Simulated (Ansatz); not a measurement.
# Na on Cu(100): change of the work function, part 2 of 2

How does one ordered layer of Na (hollow site) change the work function of Cu(100), and what dipole does each adsorbate carry?

Ansatz 0.2.0; plane-wave DFT, PBE, Ansatz PAW.

So far, work function, upper face (eV): step 2 (the clean slab) 4.57.

## Step 3: The covered slab

System of this step: Na/Cu(100). The cell holds 17 atoms: 16 Cu and 1 Na. Its edges and angles: a = 5.105 Å, b = 5.105 Å, c = 25.901 Å, α = 90.0°, β = 90.0°, γ = 90.0°. Vacuum lies along c.

The clean slab as it ended is repeated in the plane and the adsorbate is set on one face; the cell's size fixes the coverage, and the k-mesh shrinks with it to keep the sampling density about even. Adsorbate and upper layers relax, since the dipole depends on the height.

input.yaml

```yaml
crystal:
  lattice:
    - [5.1053109602, 0.0, 0.0]
    - [0.0, 5.1053109602, 0.0]
    - [0.0, 0.0, 25.9005470111]
  atoms:
    - { symbol: Cu, position: [0.25, 0.25, 0.3474830086] }
    - { symbol: Cu, position: [0.0, 0.0, 0.4171726565] }
    - { symbol: Cu, position: [0.25, 0.25, 0.4880719283] }
    - { symbol: Cu, position: [0.0, 0.0, 0.5566666002] }
    - { symbol: Cu, position: [0.25, 0.75, 0.3474830086] }
    - { symbol: Cu, position: [0.0, 0.5, 0.4171726565] }
    - { symbol: Cu, position: [0.25, 0.75, 0.4880719283] }
    - { symbol: Cu, position: [0.0, 0.5, 0.5566666002] }
    - { symbol: Cu, position: [0.75, 0.25, 0.3474830086] }
    - { symbol: Cu, position: [0.5, 0.0, 0.4171726565] }
    - { symbol: Cu, position: [0.75, 0.25, 0.4880719283] }
    - { symbol: Cu, position: [0.5, 0.0, 0.5566666002] }
    - { symbol: Cu, position: [0.75, 0.75, 0.3474830086] }
    - { symbol: Cu, position: [0.5, 0.5, 0.4171726565] }
    - { symbol: Cu, position: [0.75, 0.75, 0.4880719283] }
    - { symbol: Cu, position: [0.5, 0.5, 0.5566666002] }
    - { symbol: Na, position: [0.25, 0.25, 0.6525169914] }
kpoints:
  mp_grid: { grid: [6, 6, 1] }
hamiltonian:
  xc: pbe
scf:
  occupations: { method: fermi_dirac, width: 0.1 }
  convergence: { dr2_threshold: 1.0e-08 }
efield:
  axis: 3
  dipole_correction: true
  ramp_position: 0.97
  ramp_width: 0.06
relax:
  f_tol: 0.02
  max_steps: 60
  constraints: [{ sites: [0, 1, 4, 5, 8, 9, 12, 13] }]
output:
  dos: { projected: true, e_range: [-8, 4] }
  write_potential: true
  write_density: true
  volumetric_format: npy
  elf: true
```

Run with:

```sh
ansatz run input.yaml --threads 4 --pin off --max-ram 6144MiB --backend cpu --events-out ev --progress --plain --runs-dir out
```

The log of the run:

```text
[...]
Crystal: 17 atoms, lattice volume = 675.077 Å³
Basis set: ecut = 420 eV, 13199 PW (Γ), exchange–correlation on 72×72×360 points (8 copies of the dense FFT grid, shifted against one another)
Bands: 188, of which v1, the nominal top of the filled ones, is band 157 counted from 1 (156 counted from 0)
Symmetry: 8 space group operations
[...]
k-points: 10 of 36
[...]
SCF iter   1: F=—  HF=-107484.924051 eV  |F-HF|=—  |Δ(HF+E_count)|=         —  Δρ=1.90e-3  dr2=1.30e-1  ethr=1.77e-3  p=0.358 e·Å  D=9.60e-2 V/Å  ΔV_dip=-2.49 eV  dr2_dipole=2.97e-2  V_vac-E_F(+/−)=2.00/4.49 eV  ⟨swp⟩=7.9  Hψ=8111  notcnv=0  defer=93
[...]
SCF iter  13: F=-107484.933540 eV  HF=-107484.933540 eV  |F-HF|=4.41e-9  |Δ(HF+E_count)|=   6.65e-8  Δρ=6.91e-7  dr2=3.77e-9  ethr=3.19e-12  p=0.363 e·Å  D=9.73e-2 V/Å  ΔV_dip=-2.52 eV  dr2_dipole=4.71e-11  V_vac-E_F(+/−)=2.01/4.53 eV  ⟨swp⟩=17.9  Hψ=15233  notcnv=0
SCF 1 converged in 13 iterations: F = -107484.933540 eV  dr2 = 3.77e-9
[...]
relax step   1: F+E_penalty+E_count = -107484.93354037 eV  Δ(F+E_penalty+E_count) = +0.000e0 eV  max|allowed force component| = 3.370e-1 eV/Å  Δτ_max = 0.0000 Å  (13 SCF iters, accepted)
[...]
SCF iter   9: F=-107484.954591 eV  HF=-107484.954591 eV  |F-HF|=4.89e-8  |Δ(HF+E_count)|=   2.00e-8  Δρ=1.12e-6  dr2=7.70e-9  ethr=3.19e-12  p=0.366 e·Å  D=9.80e-2 V/Å  ΔV_dip=-2.54 eV  dr2_dipole=6.95e-11  V_vac-E_F(+/−)=1.99/4.53 eV  ⟨swp⟩=12.1  Hψ=13835  notcnv=0
SCF 2 converged in 9 iterations: F = -107484.954591 eV  dr2 = 7.70e-9
relax step   2: F+E_penalty+E_count = -107484.95459101 eV  Δ(F+E_penalty+E_count) = -2.105e-2 eV  max|allowed force component| = 2.367e-1 eV/Å  Δτ_max = 0.0615 Å  (9 SCF iters, accepted)
SCF iter   1: F=—  HF=-107484.971420 eV  |F-HF|=—  |Δ(HF+E_count)|=         —  Δρ=9.50e-4  dr2=9.45e-3  ethr=3.89e-5  p=0.366 e·Å  D=9.80e-2 V/Å  ΔV_dip=-2.54 eV  dr2_dipole=3.39e-4  V_vac-E_F(+/−)=2.00/4.54 eV  ⟨swp⟩=5.1  Hψ=4634  notcnv=0  defer=151
[...]
SCF iter  11: F=-107484.970417 eV  HF=-107484.970417 eV  |F-HF|=1.06e-8  |Δ(HF+E_count)|=   8.01e-8  Δρ=1.02e-6  dr2=7.28e-9  ethr=3.19e-12  p=0.367 e·Å  D=9.83e-2 V/Å  ΔV_dip=-2.55 eV  dr2_dipole=4.94e-10  V_vac-E_F(+/−)=1.99/4.54 eV  ⟨swp⟩=14.1  Hψ=13487  notcnv=0
SCF 3 converged in 11 iterations: F = -107484.970417 eV  dr2 = 7.28e-9
relax step   3: F+E_penalty+E_count = -107484.97041722 eV  Δ(F+E_penalty+E_count) = -1.583e-2 eV  max|allowed force component| = 7.848e-2 eV/Å  Δτ_max = 0.1482 Å  (11 SCF iters, accepted)
SCF iter   1: F=—  HF=-107484.971579 eV  |F-HF|=—  |Δ(HF+E_count)|=         —  Δρ=2.89e-4  dr2=8.74e-4  ethr=1.49e-6  p=0.367 e·Å  D=9.83e-2 V/Å  ΔV_dip=-2.55 eV  dr2_dipole=9.67e-5  V_vac-E_F(+/−)=1.99/4.53 eV  ⟨swp⟩=3.7  Hψ=4021  notcnv=0  defer=163
[...]
SCF iter   9: F=-107484.971589 eV  HF=-107484.971589 eV  |F-HF|=2.28e-8  |Δ(HF+E_count)|=   4.69e-8  Δρ=7.32e-7  dr2=6.94e-9  ethr=3.19e-12  p=0.367 e·Å  D=9.84e-2 V/Å  ΔV_dip=-2.55 eV  dr2_dipole=9.47e-10  V_vac-E_F(+/−)=1.98/4.53 eV  ⟨swp⟩=11.2  Hψ=14065  notcnv=0
SCF 4 converged in 9 iterations: F = -107484.971589 eV  dr2 = 6.94e-9
relax step   4: F+E_penalty+E_count = -107484.97158940 eV  Δ(F+E_penalty+E_count) = -1.172e-3 eV  max|allowed force component| = 1.575e-2 eV/Å  Δτ_max = 0.0321 Å  (9 SCF iters, accepted)
NSCF: frozen V_eff on 10 k-points
[...]
WARN: The input density's exchange-correlation potential varies sharply where the density is thin. Do not read a vacuum level from v_tot or v_xc, or from such a field of the output density. On a cell that repeats whose density bears no net charge and no dipole along the vacuum's axis use v_es (v_loc + v_h of the components); under efield.dipole_correction with no amplitude use v_es + v_field, which holds any external [...]
SCF converged after 9 iterations
Free energy (F): -107484.971589 eV
[...]
Internal energy: -107484.763638 eV  (E = F + TS)
E sigma→0 (E₀):  -107484.867614 eV
Entropy (-TS):   -0.207951 eV (-12.232 meV/atom)
Fermi energy:    2.629788 eV
Dipole field:    D = 0.098465 V/Å  (p = 0.367344 e·Å, saw-weighted, corrected)
Work function:   Φ+ = 1.9846 eV   Φ− = 4.5349 eV
[...]
--- Forces (eV/Å), atoms counted from 1 ---
  atom   1  Cu     0.00000000     0.00000000     0.11978834
  atom   2  Cu     0.00450049     0.00450049    -0.12485810
  atom   3  Cu    -0.00000000     0.00000000     0.01422582
  atom   4  Cu     0.01390342     0.01390342    -0.00410073
  atom   5  Cu     0.00000000     0.00000000     0.12001733
  atom   6  Cu     0.00450049    -0.00450049    -0.12485810
  atom   7  Cu     0.00000000     0.00000000     0.00587843
  atom   8  Cu     0.01390342    -0.01390342    -0.00410073
  atom   9  Cu     0.00000000     0.00000000     0.12001733
  atom  10  Cu    -0.00450049     0.00450049    -0.12485810
  atom  11  Cu     0.00000000     0.00000000     0.00587843
  atom  12  Cu    -0.01390342     0.01390342    -0.00410073
  atom  13  Cu     0.00000000     0.00000000     0.11941028
  atom  14  Cu    -0.00450049    -0.00450049    -0.12485810
  atom  15  Cu     0.00000000     0.00000000     0.01575112
  atom  16  Cu    -0.01390342    -0.01390342    -0.00410073
  atom  17  Na     0.00000000     0.00000000    -0.00519059
  max |Σ_I F_I| component: 5.88e-5 eV/Å
--- Band table (eV; the first three rows and the last of 10) ---
  k-point 0: bands = [... 153 lower, 2.2436, 2.2638, 2.2826, 2.4548, 2.4996, 2.5906, 2.5906, 2.9478, ... 27 higher]
  k-point 1: bands = [... 153 lower, 1.8282, 2.4693, 2.5094, 2.6653, 2.7224, 2.8556, 3.1841, 3.9142, ... 27 higher]
  k-point 2: bands = [... 153 lower, 1.9776, 2.4554, 2.8475, 2.8572, 3.4901, 3.6011, 3.7234, 3.9701, ... 27 higher]
  k-point 9: bands = [... 153 lower, 1.4132, 1.4132, 1.4344, 2.6934, 2.7489, 2.7489, 2.8134, 4.4981, ... 27 higher]
--- Relaxed structure (4 steps of the walk, 4 accepted, 0 SCFs on fresh bases) ---
  F+E_penalty+E_count = -107484.97158940 eV   max|allowed force component| = 1.575e-2 eV/Å
  atoms:
    - { symbol: Cu, position: [0.25, 0.25, 0.3474830086] }
    - { symbol: Cu, position: [0.0, 0.0, 0.4171726565] }
    - { symbol: Cu, position: [0.25, 0.25, 0.488013] }
    - { symbol: Cu, position: [-0.00168989, -0.00168989, 0.557299] }
    - { symbol: Cu, position: [0.25, 0.750000, 0.3474830086] }
    - { symbol: Cu, position: [0.0, 0.5, 0.4171726565] }
    - { symbol: Cu, position: [0.25, 0.750000, 0.487857] }
    - { symbol: Cu, position: [-0.00168989, 0.501690, 0.557299] }
    - { symbol: Cu, position: [0.750000, 0.25, 0.3474830086] }
    - { symbol: Cu, position: [0.5, 0.0, 0.4171726565] }
    - { symbol: Cu, position: [0.750000, 0.25, 0.487857] }
    - { symbol: Cu, position: [0.501690, -0.00168989, 0.557299] }
    - { symbol: Cu, position: [0.750000, 0.750000, 0.3474830086] }
    - { symbol: Cu, position: [0.5, 0.5, 0.4171726565] }
    - { symbol: Cu, position: [0.750000, 0.750000, 0.487711] }
    - { symbol: Cu, position: [0.501690, 0.501690, 0.557299] }
    - { symbol: Na, position: [0.25, 0.25, 0.645659] }
```

The job ended after 3.8 min (4 threads of Arm Neoverse V1, shared host; peak memory 3.2 GiB; 15 min of CPU time).

Step by step:

| step | energy less that of the first step (eV) | largest force component (eV/Å) |
| --- | --- | --- |
| 1 | 0.0000 | 0.3370 |
| 2 | -0.0211 | 0.2367 |
| 3 | -0.0369 | 0.0785 |
| 4 | -0.0380 | 0.0158 |

Forces are held to the 8 operations that the program found; a distortion that breaks them can't arise in this run.

The atoms that moved most (Å):

| atom | dx | dy | dz | length |
| --- | --- | --- | --- | --- |
| Na17 | 0.000 | 0.000 | -0.178 | 0.178 |
| Cu16 | 0.009 | 0.009 | 0.016 | 0.020 |
| Cu12 | 0.009 | -0.009 | 0.016 | 0.020 |
| Cu8 | -0.009 | 0.009 | 0.016 | 0.020 |
| Cu4 | -0.009 | -0.009 | 0.016 | 0.020 |
| Cu15 | 0.000 | 0.000 | -0.009 | 0.009 |
| Cu7 | 0.000 | 0.000 | -0.006 | 0.006 |
| Cu11 | 0.000 | 0.000 | -0.006 | 0.006 |

Final coordinates:

```xyz
17
Lattice="5.1053 0.0000 0.0000 0.0000 5.1053 0.0000 0.0000 0.0000 25.9005" Properties=species:S:1:pos:R:3
Cu    1.2763    1.2763    9.0000
Cu    0.0000    0.0000   10.8050
Cu    1.2763    1.2763   12.6398
Cu   -0.0086   -0.0086   14.4344
Cu    1.2763    3.8290    9.0000
Cu    0.0000    2.5527   10.8050
Cu    1.2763    3.8290   12.6358
Cu   -0.0086    2.5613   14.4344
Cu    3.8290    1.2763    9.0000
Cu    2.5527    0.0000   10.8050
Cu    3.8290    1.2763   12.6358
Cu    2.5613   -0.0086   14.4344
Cu    3.8290    3.8290    9.0000
Cu    2.5527    2.5527   10.8050
Cu    3.8290    3.8290   12.6320
Cu    2.5613    2.5613   14.4344
Na    1.2763    1.2763   16.7229
```

Numbers from this step:

```yaml
energy_at_zero_smearing: -107484.8676 eV
work_function_upper_face: 1.985 eV
work_function_lower_face: 4.535 eV
dipole_along_the_normal: 0.3673 e·Å
step_between_the_vacuum_levels: -2.550 eV
```

Running mean over 1.805 Å of the planar mean; the ramp of the sawtooth is left out. Electron's electrostatic potential energy less the Fermi level against z:

z (Å), electron's electrostatic potential energy less the Fermi level (eV) and a bar from the least value:
```
        4       4.53 ##############################
        5       4.53 ##############################
        6       4.50 ##############################
        7       4.06 #############################
        8      -1.47 #################
        9      -8.32 #
       10      -8.74 
       11      -8.76 
       12      -8.62 
       13      -8.83 
       14      -8.70 
       15      -5.92 #######
       16       0.65 #####################
       17       0.35 #####################
       18       1.40 #######################
       19       1.86 ########################
       20       1.96 ########################
       21       1.98 ########################
       22       1.98 ########################
```

The density of states has structure finer than the step of the table below, so its rows give means over 0.25 eV. Peaks (eV: height): -2.770: 108, -2.470: 82.5, -2.320: 122, -1.950: 83.0, -1.800: 91.7, -1.680: 101, -1.530: 107.

Density of states against energy, zero at the Fermi level; means over each step:

| energy (eV) | density of states (states/eV a cell) |
| --- | --- |
| -7.75 | 1.11 |
| -7.50 | 1.18 |
| -7.25 | 1.37 |
| -7.00 | 2.53 |
| -6.75 | 2.82 |
| -6.50 | 2.15 |
| -6.25 | 2.51 |
| -6.00 | 2.94 |
| -5.75 | 3.80 |
| -5.50 | 3.60 |
| -5.25 | 5.29 |
| -5.00 | 6.99 |
| -4.75 | 11.9 |
| -4.50 | 17.6 |
| -4.25 | 25.0 |
| -4.00 | 38.3 |
| -3.75 | 27.3 |
| -3.50 | 34.9 |
| -3.25 | 40.1 |
| -3.00 | 42.3 |
| -2.75 | 60.3 |
| -2.50 | 50.7 |
| -2.25 | 70.0 |
| -2.00 | 69.0 |
| -1.75 | 83.3 |
| -1.50 | 53.6 |
| -1.25 | 12.4 |
| -1.00 | 6.58 |
| -0.75 | 5.96 |
| -0.50 | 4.81 |
| -0.25 | 5.84 |
| 0.00 | 7.21 |
| 0.25 | 7.16 |
| 0.50 | 4.35 |
| 0.75 | 5.99 |
| 1.00 | 6.51 |
| 1.25 | 4.19 |
| 1.50 | 6.11 |
| 1.75 | 6.78 |

Projected DOS per atom over height of the atomic layer and energy from the Fermi level. Layers: Cu4 Cu4 Cu4 Cu4 Na from below.

Ten even steps from '_' (0.00 states/eV) to '@' (5.77 states/eV), each cell a mean:
```
__________
__________
________..
__________
__________
__________
__________
++------__
@@****@@__
%%++++##__
++++++##__
--++====__
::----::__
..====..__
__::::..__
__________
__________
__________
__________
__________
__________
__________
```
Columns: height of the atomic layer (Å) from 9 to 16.7 (not evenly spaced); rows upwards: energy from the Fermi level (eV) from -7.96 to 1.95.

Valence density in the ca plane at fractional y = 0.250, with atoms of Cu and Na within 0.2 Å of it. It is the smooth field of the valence electrons, not physical close to the nuclei.

Values in e/Å³, 8 rows by 16 columns, each cell a mean:
```
 0  1  0  0  0  1  0  0  0  0  0  0  0  0  0  0
 1 22  1  0  5 18  0  0  0  0  0  0  0  0  0  0
 0 12  1  0  3 10  0  0  0  0  0  0  0  0  0  0
 0  0  0  0  0  0  0  0  0  0  0  0  0  0  0  0
 0  1  0  0  0  1  0  0  0  0  0  0  0  0  0  0
 1 22  1  0  5 18  0  0  2  8  0  0  0  0  0  0
 0 12  1  0  3 10  0  0  1  5  0  0  0  0  0  0
 0  0  0  0  0  0  0  0  0  0  0  0  0  0  0  0
```
Columns run along c (16.0 Å, from fractional 0.29 to 0.91 of the cell), rows up along a (5.1 Å). Atoms in or near the plane, at fractional coordinates: Cu at (0.35, 0.25), Cu at (0.49, 0.25), Cu at (0.35, 0.75), Cu at (0.49, 0.75), Na at (0.65, 0.25).

Electrostatic potential energy in the ca plane at fractional y = 0.250, with atoms of Cu and Na within 0.2 Å of it. With pseudopotentials it is smooth inside the atoms' cores, unlike the true potential.

Ten even steps from '0' (-51 eV) to '9' (6 eV), each cell a mean:
```
99988899999998889999999999999999999999999999
99743589999974358999999999999999999999999999
98300179999840016999999999999999999999999999
98300169999830016999999999999999999999999999
98511379999851137999999999999999999999999999
99866799999986679999999999999999999999999999
99999999999999999999999999999999999999999999
99988899999998889999999998899999999999999999
99743589999974358999999875689999999999999999
98300179999840016999999720178999999999999999
98300169999830016999999710068999999999999999
98511379999851137999999842478999999999999999
99866799999986679999999987889999999999999999
99999999999999999999999999999999999999999999
```
Columns run along c (16.0 Å, from fractional 0.29 to 0.91 of the cell; values clipped at the 3rd and 97th percentile), rows up along a (5.1 Å). Atoms in or near the plane, at fractional coordinates: Cu at (0.35, 0.25), Cu at (0.49, 0.25), Cu at (0.35, 0.75), Cu at (0.49, 0.75), Na at (0.65, 0.25).

ELF in the ca plane at fractional y = 0.250, with atoms of Cu and Na within 0.2 Å of it. It is the smooth field of the valence electrons, not physical close to the nuclei.

Ten even steps from '0' (0.00) to '9' (0.80), each cell a mean:
```
22222233223322223322333321011221100000000000
11223222223222322333333332222211000000000000
11368422222226842233332222221110000000000000
11389422222237952233322222221110000000000000
11245322223224532233333322222111000000000000
12222223223322222332333322111221100000000000
22222333223332223322334210000122100000000000
22222233223322223332333001100012210000000000
11223222223222322333331146620012211000000000
11368422222226842233330365650002321000000000
11389422222237952233320464661002321000000000
11245322223224532233331267740012221000000000
12222223223322222333332023300012210000000000
22222333223332223322333100000122110000000000
```
Columns run along c (16.0 Å, from fractional 0.29 to 0.91 of the cell), rows up along a (5.1 Å). Atoms in or near the plane, at fractional coordinates: Cu at (0.35, 0.25), Cu at (0.49, 0.25), Cu at (0.35, 0.75), Cu at (0.49, 0.75), Na at (0.65, 0.25).

The relaxation took 4 steps and lowered the energy by 0.038 eV; the largest force on the free atoms ends at 0.016 eV/Å.

By hand: a sheet of dipoles makes a step −p/(ε₀A) in the electron's potential. With e/ε₀ = 180.95 V·Å, p = 0.3673 e·Å and A = 26.06 Å², that is −180.95 × (0.3673) / 26.06 = -2.550 eV, and the two vacuum levels of the run differ by -2.550 eV.

The covered face has 1.98 eV, -2.59 eV against the clean one; the bare back face has moved by -0.05 eV, a measure of how thin the slab is.

## Step 4: Work function against coverage

This step: plane-wave DFT, PBE, Ansatz PAW; work function against coverage (Ansatz 0.2.0).

The runs are now put side by side.

This step gave:

```
work function of the clean face     : 4.571 eV
largest change of the work function : -2.586 eV
```

Work function of the covered face against coverage:

| coverage (adsorbates/nm²) | work function of the covered face (eV) |
| --- | --- |
| 0.00 | 4.57 |
| 3.84 | 1.98 |

The dipole per adsorbate comes from the change of the cell's dipole. Coverage, by row:

| coverage (1/nm²) | coverage (ML) | work function (eV) | change (eV) | dipole per adsorbate, positive end outwards (debye) | mean height of the added atoms over the highest substrate atom (Å) |
| --- | --- | --- | --- | --- | --- |
| 3.837 | 0.25 | 1.985 | -2.586 | 1.757 | 2.289 |

## Step 5: Outcome

| Item | Value |
| --- | --- |
| work function of the clean face | 4.57 eV |
| work function at 0.25 ML | 1.98 eV |
| dipole per adsorbate at 0.25 ML, positive end outwards | 1.76 D |

**Reading.** Na lowers the work function of Cu(100) at the lowest coverage, by 2.59 eV: the adsorbate layer has its positive end outwards. One coverage alone was completed, so no trend follows. The slab has 4 layers, at the tabulated experimental lattice constant, one starting site was run, and quantum-size effects of a slab this thin can reach one or two tenths of an eV.

[Long decimals in the printed logs are rounded to 6 places.]

[Logs are printed without paths, hosts, clocks, repeated set-up lines and the standing remarks that a program may print on its own settings, such as how far it seeks lower states.]

[Hosts, paths, dates, database ids (printed as entryN), source tags and the programs' standing remarks are cut or masked in the printed files.]

[Maps of the electrostatic potential energy from Ansatz leave out the sawtooth potential of an applied field or a dipole correction, so their vacuum need not be flat; planar profiles and work functions include it.]
